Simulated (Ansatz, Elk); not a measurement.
# How far do independent atoms describe Ca2MnS4?, part 2 of 2

Structure refinements treat a crystal as free atoms side by side. For a made-up structure of Ca2MnS4 (cell and positions from a PBEsol relaxation) the runs below show what the calculated density changes in F(hkl).

Elk 11.2.3 (patched build); all-electron DFT.

So far: Starting point; Ground state and structure factors; The magnetisation density; The highest occupied states alone.

The structure was built from a prototype and need not be the compound's stable phase.

### Step 5. Another functional

Level of this step: DFT, LDA (Perdew-Wang), all-electron APW+lo, Dirac cores, scalar-relativistic bands, static density, ferromagnetic start (Elk).

The difference from free atoms is small, so it is set against the change that LDA (Perdew-Wang) makes.

File elk.in:

```
tasks
  0
  195
  196

xctype
  3

spinpol
  .true.

rgkmax
  7.0

gmaxvr
  14.0

lmaxo
  7

lmaxapw
  8

swidth
  0.002

tshift
  .false.

ramdisk
  .false.

hmaxvr
  5.5

maxscl
  120

epspot
  1e-06

reducebf
  0.8

sppath
  './'

avec
  -4.24324953568 4.24324953568 13.25313962109
  4.24324953568 -4.24324953568 13.25313962109
  4.24324953568 4.24324953568 -13.25313962109

atoms
  3
  'Mn.in'
  1
  -0.0000000000 -0.0000000000 0.0000000000   0.000000 0.000000 -0.135000
  'Ca.in'
  2
  0.6392090399 0.6392090399 -0.0000000000   0.000000 0.000000 0.000000
  0.3607909601 0.3607909601 -0.0000000000   0.000000 0.000000 0.000000
  'S.in'
  4
  0.8327365662 0.8327365662 -0.0000000000   0.000000 0.000000 0.000000
  0.1672634338 0.1672634338 -0.0000000000   0.000000 0.000000 0.000000
  0.5000000000 -0.0000000000 0.5000000000   0.000000 0.000000 0.000000
  -0.0000000000 0.5000000000 0.5000000000   0.000000 0.000000 0.000000

ngridk
  6 6 6
```

Run with:

```
> OMP_NUM_THREADS=4 elk
```

Numbers of over 12 decimals in the logs are rounded to 6 here.

Output:

```text
┌─────────────────────────┐
│ Elk code version 11.2.3 │
└─────────────────────────┘

All units are atomic (Hartree, Bohr, etc.)

┌─────────────────────────────────────────────────┐
│ Ground-state run starting from atomic densities │
└─────────────────────────────────────────────────┘

Lattice vectors :
  -4.243249536       4.243249536       13.25313962
   4.243249536      -4.243249536       13.25313962
   4.243249536       4.243249536      -13.25313962

Reciprocal lattice vectors :
  0.9229978354E-17  0.7403742408      0.2370451639
[...]
error                       :   0.1860111713E-02

Moments :
 interstitial                :   0.3014093609
 muffin-tins
  species : 1 (Mn)
[...]
species : 2 (Ca)
[...]
species : 3 (S)
[...]
atom 3                    :   0.4992742528E-01
   atom 4                    :   0.4992742528E-01
 total in muffin-tins        :    2.941182689
 total moment                :    3.242592050

┌──────────────────────────────┐
│ Self-consistent loop stopped │
└──────────────────────────────┘

Warning : core states of species 3 leak from the muffin-tin :   0.2562247857E-03

Wrote STATE.OUT
[key lines of the parts left out:]
total energy                :     -4106.4233350250
```

Wall time 4.2 min (4 threads of Arm Neoverse V1, shared host); peak memory 0.42 GiB.

Against the first run R = 0.12 %; the largest change is -0.073 at 112. The moment goes from 3.28 to 3.24 μB.

### Step 6. Basis size

A smaller basis shows how fast F responds to it; the change is likely larger than the basis error of the first run, but doesn't show convergence.

elk.in: that of step 5 with these lines changed.

```diff
@@ -6,3 +6,3 @@
 xctype
-  3
+  20
 
@@ -12,3 +12,3 @@
 rgkmax
-  7.0
+  5.5
```

Run with:

```
> OMP_NUM_THREADS=4 elk
```

Output:

```text
┌─────────────────────────┐
│ Elk code version 11.2.3 │
└─────────────────────────┘

All units are atomic (Hartree, Bohr, etc.)

┌─────────────────────────────────────────────────┐
│ Ground-state run starting from atomic densities │
└─────────────────────────────────────────────────┘

Lattice vectors :
  -4.243249536       4.243249536       13.25313962
   4.243249536      -4.243249536       13.25313962
   4.243249536       4.243249536      -13.25313962

Reciprocal lattice vectors :
  0.9229978354E-17  0.7403742408      0.2370451639
[...]
error                       :   0.1652789251E-02

Moments :
 interstitial                :   0.2994437031
 muffin-tins
  species : 1 (Mn)
[...]
species : 2 (Ca)
[...]
species : 3 (S)
[...]
atom 3                    :   0.3124780671E-01
   atom 4                    :   0.3124780671E-01
 total in muffin-tins        :    2.958446939
 total moment                :    3.257890642

┌──────────────────────────────┐
│ Self-consistent loop stopped │
└──────────────────────────────┘

Warning : core states of species 3 leak from the muffin-tin :   0.2585314108E-03

Wrote STATE.OUT
[key lines of the parts left out:]
total energy                :     -4116.4243222677
```

Run time: 7.2 min. Hardware: 4 threads; peak memory 0.52 GiB.

Against the first run R = 0.10 %; the largest change is -0.074 at 200. The moment goes from 3.28 to 3.26 μB.

### Step 7. With a Hubbard U

A Hubbard U is put on the d shell, to see how far it moves the factors.

elk.in: that of step 6 with these lines changed.

```diff
@@ -12,3 +12,3 @@
 rgkmax
-  5.5
+  7.0
 
@@ -70 +70,5 @@
   6 6 6
+
+dft+u
+  1 1
+  1 2 0.143322 0.000000
```

Run with:

```
> OMP_NUM_THREADS=4 elk
```

Output:

```text
┌─────────────────────────┐
│ Elk code version 11.2.3 │
└─────────────────────────┘

All units are atomic (Hartree, Bohr, etc.)

┌─────────────────────────────────────────────────┐
│ Ground-state run starting from atomic densities │
└─────────────────────────────────────────────────┘

Lattice vectors :
  -4.243249536       4.243249536       13.25313962
   4.243249536      -4.243249536       13.25313962
   4.243249536       4.243249536      -13.25313962

Reciprocal lattice vectors :
  0.9229978354E-17  0.7403742408      0.2370451639
[...]
Moments :
 interstitial                :   0.8935986404E-01
 muffin-tins
  species : 1 (Mn)
[...]
species : 2 (Ca)
[...]
species : 3 (S)
[...]
atom 3                    :  -0.7412020996E-01
   atom 4                    :  -0.7412020996E-01
 total in muffin-tins        :    3.180245720
 total moment                :    3.269605584

RMS change in Kohn-Sham potential (target) :   0.2246426788E-05 (  0.1000000000E-05)
Absolute change in total energy (target)   :   0.1572835399E-03 (  0.1000000000E-03)

┌──────────────────┐
│ Loop number : 26 │
└──────────────────┘
[key lines of the parts left out:]
total energy                :     -4116.4395548607
```

Run time: 11 min. Hardware: 4 threads; peak memory 0.6 GiB.

The run was cut off at its time limit.

### Step 8. Settings against the effect

| run | R against the first run (%) | R against neutral atoms, low angle (%) | wall time |
| --- | --- | --- | --- |
| PBE, rgkmax 7 | 0.00 | 0.73 | 7.3 min |
| LDA (Perdew-Wang) | 0.12 | 0.63 | 4.2 min |
| rgkmax 5.5 | 0.10 | 0.75 | 7.2 min |

### Step 9. What came out

```yaml
r_against_neutral_atoms_sin_theta_lambda_0p3_a_minus1: 0.73 %
r_against_neutral_atoms_0p3_to_0p69_a_minus1: 0.29 %
```

Independent neutral atoms miss the calculated amplitudes by R = 0.73 % below 0.3 Å⁻¹ and 0.29 % from there to 0.69 Å⁻¹; by shells, 0.80 % below 0.15 Å⁻¹ (3 forms), 0.73 % 0.15 to 0.3 (14 forms), 0.37 % 0.3 to 0.45 (29 forms), 0.26 % above 0.45 (103 forms). Bonding, aspherical density and the tables' own atoms all enter these figures, and the runs don't part them. The largest change of an amplitude is +0.54 electrons, at 112. Weak lines can change much in proportion: 107 goes from 1.26 to 1.06. The magnetic order is that of the start. No other order was tried here, and an antiferromagnetic one would change or move the magnetic intensity. The window's part falls from 27.0 electrons at the origin to at most 1.08 between 0.45 and 0.69 Å⁻¹, where compact states inside the window still scatter. Below 0.3 Å⁻¹ the changes that finished (LDA (Perdew-Wang) and rgkmax 5.5) move F by R = 0.13 % at most, against the 0.73 % that separates it from free atoms. The magnetic factors move by R = 3.0 % (LDA (Perdew-Wang)) and 1.4 % (rgkmax 5.5), so they aren't settled to better than that. The k-mesh has no finished test. Part of the difference isn't bonding: the tables are fits to free atoms and ions calculated by other methods than this functional. Thermal motion, anomalous dispersion and extinction are left out.

[Logs are printed without paths, hosts, clocks, repeated set-up lines and the standing remarks that a program may print on its own settings, such as how far it seeks lower states.]

[Hosts, paths, dates, database ids (printed as entryN), source tags and the programs' standing remarks are cut or masked in the printed files.]
